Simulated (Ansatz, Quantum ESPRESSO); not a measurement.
# Work function of Ir(100), 7 layers, part 3 of 6

How much energy does it take to lift an electron out of Ir(100), 7 layers, and how far do the settings matter?

Quantum ESPRESSO 7.5; plane-wave DFT, PBE, GBRV ultrasoft pseudopotentials; geometry and cross-check by Ansatz 0.2.0 with PAW datasets.

So far. Step 4 (Electrostatic potential): The vacuum is flat to 0.2 meV/Å, so its level is well defined. Inside the slab the curve depends on the local part of the pseudopotentials; only the vacuum level has a meaning of its own. Step 5 (Planar and running averages): Where the running mean is not flat inside, average.x's window, rounded to the grid, doesn't match the spacings there.

### 6. Valence density

The density shows how far the electrons spill into the vacuum.

File rho.in:

```
&inputpp
  prefix = 'scf'
  outdir = './out'
  filplot = 'rho.dat'
  plot_num = 0
/
```

Command:

```
$ OMP_NUM_THREADS=1 mpirun -n 4 pp.x -in rho.in > rho.out
```

The log of the run:

```text
[banner, memory and clock lines left out]
Program POST-PROC v.7.5 starts

          URL

     ./out/scf.save/

     IMPORTANT: XC functional enforced from input :
     Exchange-correlation= PBE
                           (   1   4   3   4   0   0   0)
     Any further DFT definition will be discarded
     Please, verify this is what you really want

     negative rho (up, down):  2.165E+00 0.000E+00

     Calling punch_plot, plot_num =   0
     Writing data to file  rho.dat
     Message from routine chdens:
     namelist plot not found or invalid, exiting
```

It took 1.2 s on 4 MPI ranks of Arm Neoverse N1, shared host; peak memory 0.1 GiB.

Read from the output:

```
electrons by integration : 105.0 e
```

The valence density, planar mean oscillates, so the rows of the table below give means over windows of 1 Å about each position, cut where the curve ends. Its maxima inside the range that stand out by 2 % of the span (Å: e/Å³): 7.8: 1.50, 8.3: 1.53, 9.6: 1.53, 10.1: 1.52, 11.6: 1.52, 12.0: 1.51, 13.5: 1.52, 14.0: 1.52, 15.5: 1.51, 15.9: 1.52, 17.4: 1.52, 17.9: 1.53, 19.3: 1.53, 19.7: 1.50. Its minima: 8.0: 1.35, 8.9: 0.550, 9.9: 1.37, 10.9: 0.467, 11.8: 1.37, 12.8: 0.500, 13.8: 1.37, 14.7: 0.500, 15.7: 1.37, 16.6: 0.467, 17.7: 1.37, 18.6: 0.550, 19.5: 1.35.

Mean over planes. Table of valence density, planar mean by z; means over each step:

| z (Å) | valence density, planar mean (e/Å³) |
| --- | --- |
| 4 | 7.5e-5 |
| 5 | 0.00111 |
| 6 | 0.0169 |
| 7 | 0.303 |
| 8 | 1.38 |
| 9 | 0.812 |
| 10 | 1.35 |
| 11 | 0.730 |
| 12 | 1.34 |
| 13 | 0.814 |
| 14 | 1.27 |
| 15 | 0.881 |
| 16 | 1.19 |
| 17 | 0.887 |
| 18 | 1.18 |
| 19 | 1.06 |
| 20 | 0.948 |
| 21 | 0.0708 |
| 22 | 0.00458 |
| 23 | 3.0e-4 |
| 24 | 2.0e-5 |

Valence density in the ca plane at fractional y = 0.000, with atoms of Ir within 0.2 Å of it. It is the smooth field of the valence electrons, not physical close to the nuclei.

Ten even steps from '0' (-6.02 × 1e0 e/Å³) to '9' (5.83 × 1e0 e/Å³), each cell a mean:
```
97555556888855555579796555556979755555555555
76555555688655555567875555555788655555555555
55555555555555555555555555555555555555555555
55555555555555555555555555555555555555555555
55555555555555555555555555555555555555555555
65555555677655555556765555555676555555555555
96555555899755555569996555556899755555555555
97555556924965555577096555556915855555555555
```
Columns run along c (16.0 Å, from fractional 0.31 to 0.89 of the cell), rows up along a (2.7 Å). Atoms in or near the plane, at fractional coordinates: Ir at (0.43, 0.00), Ir at (0.57, 0.00), Ir at (0.71, 0.00).

The density integrates to 105.000 electrons, as the 105 of the input ask.

### 7. Projections on atomic orbitals

projwfc.x splits the states by atom and orbital; the spilling says how much the atomic basis misses.

File pdos.in:

```
&projwfc
  prefix = 'scf'
  outdir = './out'
  filpdos = 'pdos'
  Emin = 1.268
  Emax = 13.268
  DeltaE = 0.1
  ngauss = 0
  degauss = 0.01
/
```

Command:

```
$ OMP_NUM_THREADS=1 mpirun -n 4 projwfc.x -in pdos.in > pdos.out
```

The log of the run:

```text
[banner, memory and clock lines left out]
Program PROJWFC v.7.5 starts

          URL

     ./out/scf.save/

     IMPORTANT: XC functional enforced from input :
     Exchange-correlation= PBE
                           (   1   4   3   4   0   0   0)
     Any further DFT definition will be discarded
     Please, verify this is what you really want

     negative rho (up, down):  2.165E+00 0.000E+00

     Gaussian broadening (read from input): ngauss,degauss=   0    0.010000

     Calling projwave ....
     one sub-group per band group will be used

     linear algebra parallelized on   4 procs

  Problem Sizes
  natomwfc =           84
  nx       =           42
  nbnd     =           64
  nkstot   =           21
  npwx     =         1510
  nkb      =          147

     Atomic states used for projection
     (read from pseudopotential files):

     state #   1: atom   1 (Ir ), wfc  1 (l=1 m= 1)
     state #   2: atom   1 (Ir ), wfc  1 (l=1 m= 2)
     state #   3: atom   1 (Ir ), wfc  1 (l=1 m= 3)
     state #   4: atom   1 (Ir ), wfc  2 (l=2 m= 1)
     state #   5: atom   1 (Ir ), wfc  2 (l=2 m= 2)
     state #   6: atom   1 (Ir ), wfc  2 (l=2 m= 3)
     state #   7: atom   1 (Ir ), wfc  2 (l=2 m= 4)
     state #   8: atom   1 (Ir ), wfc  2 (l=2 m= 5)
     state #   9: atom   1 (Ir ), wfc  3 (l=0 m= 1)
     state #  10: atom   1 (Ir ), wfc  4 (l=1 m= 1)
     state #  11: atom   1 (Ir ), wfc  4 (l=1 m= 2)
     state #  12: atom   1 (Ir ), wfc  4 (l=1 m= 3)
     state #  13: atom   2 (Ir ), wfc  1 (l=1 m= 1)
     state #  14: atom   2 (Ir ), wfc  1 (l=1 m= 2)
     state #  15: atom   2 (Ir ), wfc  1 (l=1 m= 3)
     state #  16: atom   2 (Ir ), wfc  2 (l=2 m= 1)
     state #  17: atom   2 (Ir ), wfc  2 (l=2 m= 2)
     state #  18: atom   2 (Ir ), wfc  2 (l=2 m= 3)
     state #  19: atom   2 (Ir ), wfc  2 (l=2 m= 4)
     state #  20: atom   2 (Ir ), wfc  2 (l=2 m= 5)
     state #  21: atom   2 (Ir ), wfc  3 (l=0 m= 1)
     state #  22: atom   2 (Ir ), wfc  4 (l=1 m= 1)
     state #  23: atom   2 (Ir ), wfc  4 (l=1 m= 2)
     state #  24: atom   2 (Ir ), wfc  4 (l=1 m= 3)
     state #  25: atom   3 (Ir ), wfc  1 (l=1 m= 1)
     state #  26: atom   3 (Ir ), wfc  1 (l=1 m= 2)
     state #  27: atom   3 (Ir ), wfc  1 (l=1 m= 3)
     state #  28: atom   3 (Ir ), wfc  2 (l=2 m= 1)
     state #  29: atom   3 (Ir ), wfc  2 (l=2 m= 2)
     state #  30: atom   3 (Ir ), wfc  2 (l=2 m= 3)
     state #  31: atom   3 (Ir ), wfc  2 (l=2 m= 4)
     state #  32: atom   3 (Ir ), wfc  2 (l=2 m= 5)
     state #  33: atom   3 (Ir ), wfc  3 (l=0 m= 1)
     state #  34: atom   3 (Ir ), wfc  4 (l=1 m= 1)
     state #  35: atom   3 (Ir ), wfc  4 (l=1 m= 2)
     state #  36: atom   3 (Ir ), wfc  4 (l=1 m= 3)
     state #  37: atom   4 (Ir ), wfc  1 (l=1 m= 1)
     state #  38: atom   4 (Ir ), wfc  1 (l=1 m= 2)
     state #  39: atom   4 (Ir ), wfc  1 (l=1 m= 3)
     state #  40: atom   4 (Ir ), wfc  2 (l=2 m= 1)
     state #  41: atom   4 (Ir ), wfc  2 (l=2 m= 2)
     state #  42: atom   4 (Ir ), wfc  2 (l=2 m= 3)
     state #  43: atom   4 (Ir ), wfc  2 (l=2 m= 4)
     state #  44: atom   4 (Ir ), wfc  2 (l=2 m= 5)
     state #  45: atom   4 (Ir ), wfc  3 (l=0 m= 1)
     state #  46: atom   4 (Ir ), wfc  4 (l=1 m= 1)
     state #  47: atom   4 (Ir ), wfc  4 (l=1 m= 2)
     state #  48: atom   4 (Ir ), wfc  4 (l=1 m= 3)
     state #  49: atom   5 (Ir ), wfc  1 (l=1 m= 1)
     state #  50: atom   5 (Ir ), wfc  1 (l=1 m= 2)
     state #  51: atom   5 (Ir ), wfc  1 (l=1 m= 3)
     state #  52: atom   5 (Ir ), wfc  2 (l=2 m= 1)
     state #  53: atom   5 (Ir ), wfc  2 (l=2 m= 2)
     state #  54: atom   5 (Ir ), wfc  2 (l=2 m= 3)
     state #  55: atom   5 (Ir ), wfc  2 (l=2 m= 4)
     state #  56: atom   5 (Ir ), wfc  2 (l=2 m= 5)
     state #  57: atom   5 (Ir ), wfc  3 (l=0 m= 1)
     state #  58: atom   5 (Ir ), wfc  4 (l=1 m= 1)
     state #  59: atom   5 (Ir ), wfc  4 (l=1 m= 2)
     state #  60: atom   5 (Ir ), wfc  4 (l=1 m= 3)
     state #  61: atom   6 (Ir ), wfc  1 (l=1 m= 1)
     state #  62: atom   6 (Ir ), wfc  1 (l=1 m= 2)
     state #  63: atom   6 (Ir ), wfc  1 (l=1 m= 3)
     state #  64: atom   6 (Ir ), wfc  2 (l=2 m= 1)
     state #  65: atom   6 (Ir ), wfc  2 (l=2 m= 2)
     state #  66: atom   6 (Ir ), wfc  2 (l=2 m= 3)
     state #  67: atom   6 (Ir ), wfc  2 (l=2 m= 4)
     state #  68: atom   6 (Ir ), wfc  2 (l=2 m= 5)
     state #  69: atom   6 (Ir ), wfc  3 (l=0 m= 1)
     state #  70: atom   6 (Ir ), wfc  4 (l=1 m= 1)
     state #  71: atom   6 (Ir ), wfc  4 (l=1 m= 2)
     state #  72: atom   6 (Ir ), wfc  4 (l=1 m= 3)
     state #  73: atom   7 (Ir ), wfc  1 (l=1 m= 1)
     state #  74: atom   7 (Ir ), wfc  1 (l=1 m= 2)
     state #  75: atom   7 (Ir ), wfc  1 (l=1 m= 3)
     state #  76: atom   7 (Ir ), wfc  2 (l=2 m= 1)
     state #  77: atom   7 (Ir ), wfc  2 (l=2 m= 2)
     state #  78: atom   7 (Ir ), wfc  2 (l=2 m= 3)
     state #  79: atom   7 (Ir ), wfc  2 (l=2 m= 4)
     state #  80: atom   7 (Ir ), wfc  2 (l=2 m= 5)
     state #  81: atom   7 (Ir ), wfc  3 (l=0 m= 1)
     state #  82: atom   7 (Ir ), wfc  4 (l=1 m= 1)
     state #  83: atom   7 (Ir ), wfc  4 (l=1 m= 2)
     state #  84: atom   7 (Ir ), wfc  4 (l=1 m= 3)

[... projections of each state ...]
Lowdin Charges:

     Atom #   1: total charge =  14.9730, s =  0.4156,
     Atom #   1: total charge =  14.9730, p =  6.8387, pz=  2.2058, px=  2.3165, py=  2.3165,
     Atom #   1: total charge =  14.9730, d =  7.7187, dz2=  1.6585, dxz=  1.5274, dyz=  1.5274, dx2-y2=  1.4915, dxy=  1.5139,
     Atom #   2: total charge =  14.9951, s =  0.3284,
     Atom #   2: total charge =  14.9951, p =  7.0378, pz=  2.3688, px=  2.3345, py=  2.3345,
     Atom #   2: total charge =  14.9951, d =  7.6290, dz2=  1.6506, dxz=  1.4393, dyz=  1.4393, dx2-y2=  1.4921, dxy=  1.6077,
     Atom #   3: total charge =  14.9911, s =  0.3254,
     Atom #   3: total charge =  14.9911, p =  7.0100, pz=  2.3389, px=  2.3356, py=  2.3356,
     Atom #   3: total charge =  14.9911, d =  7.6557, dz2=  1.6220, dxz=  1.4708, dyz=  1.4708, dx2-y2=  1.4471, dxy=  1.6449,
     Atom #   4: total charge =  14.9866, s =  0.3232,
     Atom #   4: total charge =  14.9866, p =  7.0169, pz=  2.3412, px=  2.3378, py=  2.3378,
     Atom #   4: total charge =  14.9866, d =  7.6466, dz2=  1.6263, dxz=  1.4700, dyz=  1.4700, dx2-y2=  1.4483, dxy=  1.6320,
     Atom #   5: total charge =  14.9911, s =  0.3254,
     Atom #   5: total charge =  14.9911, p =  7.0100, pz=  2.3389, px=  2.3356, py=  2.3356,
     Atom #   5: total charge =  14.9911, d =  7.6557, dz2=  1.6220, dxz=  1.4708, dyz=  1.4708, dx2-y2=  1.4471, dxy=  1.6449,
     Atom #   6: total charge =  14.9951, s =  0.3284,
     Atom #   6: total charge =  14.9951, p =  7.0378, pz=  2.3688, px=  2.3345, py=  2.3345,
     Atom #   6: total charge =  14.9951, d =  7.6290, dz2=  1.6506, dxz=  1.4393, dyz=  1.4393, dx2-y2=  1.4921, dxy=  1.6077,
     Atom #   7: total charge =  14.9730, s =  0.4156,
     Atom #   7: total charge =  14.9730, p =  6.8387, pz=  2.2058, px=  2.3165, py=  2.3165,
     Atom #   7: total charge =  14.9730, d =  7.7187, dz2=  1.6585, dxz=  1.5274, dyz=  1.5274, dx2-y2=  1.4915, dxy=  1.5139,
     Spilling Parameter:   0.0009
```

Wall time 3 s (4 MPI ranks); peak memory 0.21 GiB.

Read from the output:

```
spilling of the projection : 9.00e-4
```

Projected DOS an atom over height of the atomic layer and energy from the Fermi level. Columns are the atomic layers from the bottom up.

Ten even steps from '_' (0.15 states/eV) to '@' (2.03 states/eV), each cell a mean:
```
******++******
**************
**--==++==--**
%%==------==%%
##--==--==--##
%%==========%%
%%==**==**==%%
++--======--++
@@==--++--==@@
**++++==++++**
######**######
++**%%##%%**++
--++##**##++--
--==++++++==--
--++++==++++--
==++======++==
::++--==--++::
==%%++++++%%==
::**++++++**::
..==++**++==..
__::------::__
__..........__
```
Columns: height of the atomic layer (Å) from 8.02 to 19.5; rows upwards: energy from the Fermi level (eV) from -8.00 to 1.10.

The atomic orbitals miss 0.1 % of the occupied states; for empty states the projections can miss much more.

### 8. Ground state: open boundaries by the effective screening medium

The effective screening medium with bc1 puts vacuum on both sides and removes the images along the normal. The slab must sit about z = 0, symmetry is kept, and the .esm1 file holds the planar potential.

File esm.in:

```
&control
  prefix = 'esm'
  outdir = './out'
  pseudo_dir = './pseudo'
  calculation = 'scf'
  tprnfor = .true.
/
&system
  ibrav = 0
  nat = 7
  ntyp = 1
  ecutwfc = 40
  ecutrho = 200
  occupations = 'smearing'
  smearing = 'mv'
  degauss = 0.02
  assume_isolated = 'esm'
  esm_bc = 'bc1'
/
&electrons
  conv_thr = 1e-07
  mixing_beta = 0.4
  electron_maxstep = 120
  mixing_mode = 'local-TF'
/
ATOMIC_SPECIES
  Ir  192.2170  ir_pbe_v1.2.uspp.F.UPF
CELL_PARAMETERS angstrom
  2.71529003980000 0.00000000000000 0.00000000000000
  0.00000000000000 2.71529003980000 0.00000000000000
  0.00000000000000 0.00000000000000 27.52000000000000
ATOMIC_POSITIONS crystal
  Ir  0.000000000000 0.000000000000 -0.208660214324
  Ir  0.500000000000 0.500000000000 -0.141297946781
  Ir  0.000000000000 0.000000000000 -0.069767445998
  Ir  0.500000000000 0.500000000000 -0.000000004098
  Ir  0.000000000000 0.000000000000 0.069767437802
  Ir  0.500000000000 0.500000000000 0.141297942325
  Ir  0.000000000000 0.000000000000 0.208660214324
K_POINTS automatic
  10 10 1 0 0 0
```

Command:

```
$ OMP_NUM_THREADS=1 mpirun -n 4 pw.x -nk 4 -in esm.in > esm.out
```

The log of the run:

```text
[banner, memory and clock lines left out]
Program PWSCF v.7.5 starts
[citation notice left out]

[...]
Message from routine setup:
[...]
bravais-lattice index     =            0
     lattice parameter (alat)  =       5.1312  a.u.
     unit-cell volume          =    1369.2334 (a.u.)^3
     number of atoms/cell      =            7
     number of atomic types    =            1
     number of electrons       =       105.00
     number of Kohn-Sham states=           64
     kinetic-energy cutoff     =      40.0000  Ry
     charge density cutoff     =     200.0000  Ry
     scf convergence threshold =      1.0E-07
     mixing beta               =       0.4000
     number of iterations used =            8  local-TF  mixing
     Exchange-correlation= SLA  PW   PBE  PBE
                           (   1   4   3   4   0   0   0)

     Effective Screening Medium Method
     Boundary Conditions: Vacuum-Slab-Vacuum
     total charge in unit cell        =   0.0000
     grid points for fit at edges     =        4

[...]
PseudoPot. # 1 for Ir read from file:
     ./pseudo/ir_pbe_v1.2.uspp.F.UPF
     Pseudo is Ultrasoft + core correction, Zval = 15.0
     Generated by new atomic code, or converted to UPF format
     Using radial grid of  983 points,  7 beta functions with:
                l(1) =   0
                l(2) =   0
                l(3) =   1
                l(4) =   1
                l(5) =   1
                l(6) =   2
                l(7) =   2
     Q(r) pseudized with  8 coefficients,  rinner =    1.400   1.400   1.400
                                                       1.400   1.400

     atomic species   valence    mass     pseudopotential
     Ir               15.00   192.21700     Ir( 1.00)

     16 Sym. Ops., with inversion, found

[...]
number of k points=    21  Marzari-Vanderbilt smearing, width (Ry)=  0.0200
[...]
Dense  grid:    65599 G-vectors     FFT dimensions: (  24,  24, 240)

     Smooth grid:    46933 G-vectors     FFT dimensions: (  24,  24, 216)

     Initial potential from superposition of free atoms

     starting charge     101.4998, renormalised to     105.0000

     negative rho (up, down):  2.535E+00 0.000E+00
     Starting wfcs are   84 randomized atomic wfcs

     per-process dynamical memory:    84.9 Mb

     Self-consistent Calculation

     iteration #  1     ecut=    40.00 Ry     beta= 0.40
     Davidson diagonalization with overlap
     ethr =  1.00E-02,  avg # of iterations =  2.8

     negative rho (up, down):  2.322E+00 0.000E+00

     total energy              =   -1272.66640564 Ry
     estimated scf accuracy    <      10.16809775 Ry

     iteration #  2     ecut=    40.00 Ry     beta= 0.40
[...]
negative rho (up, down):  2.121E+00 0.000E+00

[...]
total energy              =   -1271.90104630 Ry
     estimated scf accuracy    <       3.26392869 Ry

     iteration #  3     ecut=    40.00 Ry     beta= 0.40
[...]
negative rho (up, down):  2.098E+00 0.000E+00

[...]
total energy              =   -1271.91285936 Ry
     estimated scf accuracy    <       0.43061261 Ry

     iteration #  4     ecut=    40.00 Ry     beta= 0.40
[...]
negative rho (up, down):  2.139E+00 0.000E+00

[...]
total energy              =   -1272.21866727 Ry
     estimated scf accuracy    <       0.13323456 Ry

     iteration #  5     ecut=    40.00 Ry     beta= 0.40
[...]
c_bands:  2 eigenvalues not converged
     c_bands:  2 eigenvalues not converged
     c_bands:  3 eigenvalues not converged
[...]
negative rho (up, down):  2.218E+00 0.000E+00

[...]
total energy              =   -1272.23073385 Ry
     estimated scf accuracy    <       0.04632472 Ry

     iteration #  6     ecut=    40.00 Ry     beta= 0.40
[...]
c_bands:  3 eigenvalues not converged
     c_bands:  1 eigenvalues not converged
     c_bands:  1 eigenvalues not converged
[...]
negative rho (up, down):  2.243E+00 0.000E+00

[...]
total energy              =   -1272.23726931 Ry
     estimated scf accuracy    <       0.03789465 Ry

[...]
iteration # 18     ecut=    40.00 Ry     beta= 0.40
[...]
c_bands:  1 eigenvalues not converged
     c_bands:  1 eigenvalues not converged
[...]
negative rho (up, down):  2.165E+00 0.000E+00

[...]
total energy              =   -1272.26099643 Ry
     estimated scf accuracy    <       0.00000028 Ry

     iteration # 19     ecut=    40.00 Ry     beta= 0.40
[...]
c_bands:  1 eigenvalues not converged
     c_bands:  1 eigenvalues not converged
[...]
negative rho (up, down):  2.165E+00 0.000E+00

[...]
total energy              =   -1272.26103920 Ry
     estimated scf accuracy    <       0.00000025 Ry

     iteration # 20     ecut=    40.00 Ry     beta= 0.40
[...]
c_bands:  1 eigenvalues not converged
     c_bands:  1 eigenvalues not converged
[...]
negative rho (up, down):  2.165E+00 0.000E+00

[...]
total energy              =   -1272.26119240 Ry
     estimated scf accuracy    <       0.00000016 Ry

     iteration # 21     ecut=    40.00 Ry     beta= 0.40
[...]
negative rho (up, down):  2.165E+00 0.000E+00

[...]
End of self-consistent calculation

          k = 0.0000 0.0000 0.0000 (  5913 PWs)   bands (ev):

   -55.5938 -55.4682 -55.3432 -55.1850 -55.1850 -55.1296 -55.1178 -55.1178
   -55.0879 -55.0879 -54.9777 -54.9777 -54.9711 -54.9285 -54.9285 -54.3945
   -54.3942 -54.3574 -54.3574 -54.3574 -54.3574 -16.2698 -15.4593 -14.3979
   -13.2970 -13.2892 -12.7229 -12.6253 -12.5017 -12.3441 -11.8807 -11.1040
   -10.2786  -9.6810  -9.4717  -9.2317  -9.2317  -8.7350  -8.7350  -8.3786
    -8.0594  -8.0594  -8.0569  -7.6354  -7.1181  -7.0053  -7.0053  -6.8425
    -6.6410  -6.3778  -6.3026  -6.0855  -5.8141  -5.8141  -5.5633  -5.0558
    -4.8380  -4.8380  -4.6405  -4.5913  -4.5183  -4.2780  -4.2780  -3.8021

          k = 0.0000 0.1000 0.0000 (  5863 PWs)   bands (ev):

   -55.5782 -55.4677 -55.3579 -55.2169 -55.1947 -55.1762 -55.1504 -55.1111
   -55.0836 -55.0697 -55.0374 -54.9765 -54.9673 -54.9518 -54.9305 -54.3983
   -54.3983 -54.3873 -54.3871 -54.3552 -54.3552 -15.9832 -15.1984 -14.1690
   -13.0873 -13.0758 -12.5110 -12.4263 -12.2966 -12.1346 -11.6911 -10.9727
   -10.2122  -9.6951  -9.3188  -9.2312  -9.1442  -8.9012  -8.8673  -8.7229
    -8.6789  -8.1625  -7.7030  -7.5015  -7.3421  -7.2408  -6.9649  -6.8246
    -6.7855  -6.6334  -6.5292  -6.2289  -6.0492  -5.8337  -5.8050  -5.5063
    -5.2379  -4.8452  -4.8391  -4.5536  -4.5063  -4.2613  -3.0898  -2.0883

[...]
the Fermi energy is    -5.5885 ev

!    total energy              =   -1272.26116907 Ry
     estimated scf accuracy    <       0.00000004 Ry
     smearing contrib. (-TS)   =       0.00051415 Ry
     internal energy E=F+TS    =   -1272.26168322 Ry

     The total energy is F=E-TS. E is the sum of the following terms:
     one-electron contribution =   44345.05265517 Ry
     hartree contribution      =  -22189.85801194 Ry
     xc contribution           =    -352.67908672 Ry
     ewald contribution        =  -23074.77723972 Ry

     convergence has been achieved in  21 iterations

     negative rho (up, down):  2.165E+00 0.000E+00

     Forces acting on atoms (cartesian axes, Ry/au):

     atom    1 type  1   force =     0.00000000    0.00000000    0.00026700
     atom    2 type  1   force =     0.00000000    0.00000000   -0.00060270
     atom    3 type  1   force =     0.00000000    0.00000000   -0.01644223
     atom    4 type  1   force =     0.00000000    0.00000000    0.00000000
     atom    5 type  1   force =     0.00000000    0.00000000    0.01644223
     atom    6 type  1   force =     0.00000000    0.00000000    0.00060270
     atom    7 type  1   force =     0.00000000    0.00000000   -0.00026700

     Total force =     0.023272     Total SCF correction =     0.001411

[...]
```

The job ended after 5.1 min (4 MPI ranks; peak memory 0.6 GiB).

This step gave:

* Fermi energy: -5.588 eV
* vacuum line at the lower end of the cell, over the Fermi level: 5.588 eV
* vacuum line at the upper end of the cell, over the Fermi level: 5.589 eV

The potential energy, planar mean oscillates, so the rows of the table below give means over windows of 1.95 Å about each position, cut where the curve ends. Its maxima inside the range that stand out by 2 % of the span (Å: eV): -4.8: -4.83, -2.9: -3.71, -0.9: -4.40, 0.9: -4.40, 2.9: -3.71, 4.8: -4.83. Its minima: -5.7: -22.5, -3.9: -23.0, -1.9: -23.0, 0.0: -23.1, 1.9: -23.0, 3.9: -23.0, 5.7: -22.5.

Electrostatic potential energy of an electron; zero at the Fermi level. Table of potential energy, planar mean by z; means over each step:

| z (Å) | potential energy, planar mean (eV) |
| --- | --- |
| -12.79 | 5.59 |
| -10.84 | 5.59 |
| -8.89 | 5.55 |
| -6.94 | -1.23 |
| -4.99 | -14.8 |
| -3.04 | -13.7 |
| -1.09 | -14.3 |
| 0.86 | -14.3 |
| 2.81 | -13.7 |
| 4.76 | -14.9 |
| 6.71 | -4.28 |
| 8.66 | 5.52 |
| 10.61 | 5.59 |
| 12.56 | 5.59 |

The vacuum levels are read from the outermost 0.7 Å of the cell on either side.

The run needed 21 iterations to bring the estimated error under 1e-07 Ry; the largest force on any atom, held or free, is 0.42 eV/Å.

The upper level is 5.589 eV against 5.589 eV from the periodic run.

[end of part 3 of 6]

[Logs are printed without paths, hosts, clocks, repeated set-up lines and the standing remarks that a program may print on its own settings, such as how far it seeks lower states.]

[Hosts, paths, dates, database ids (printed as entryN), source tags and the programs' standing remarks are cut or masked in the printed files.]

[Maps of the electrostatic potential energy from Ansatz leave out the sawtooth potential of an applied field or a dipole correction, so their vacuum need not be flat; planar profiles and work functions include it.]
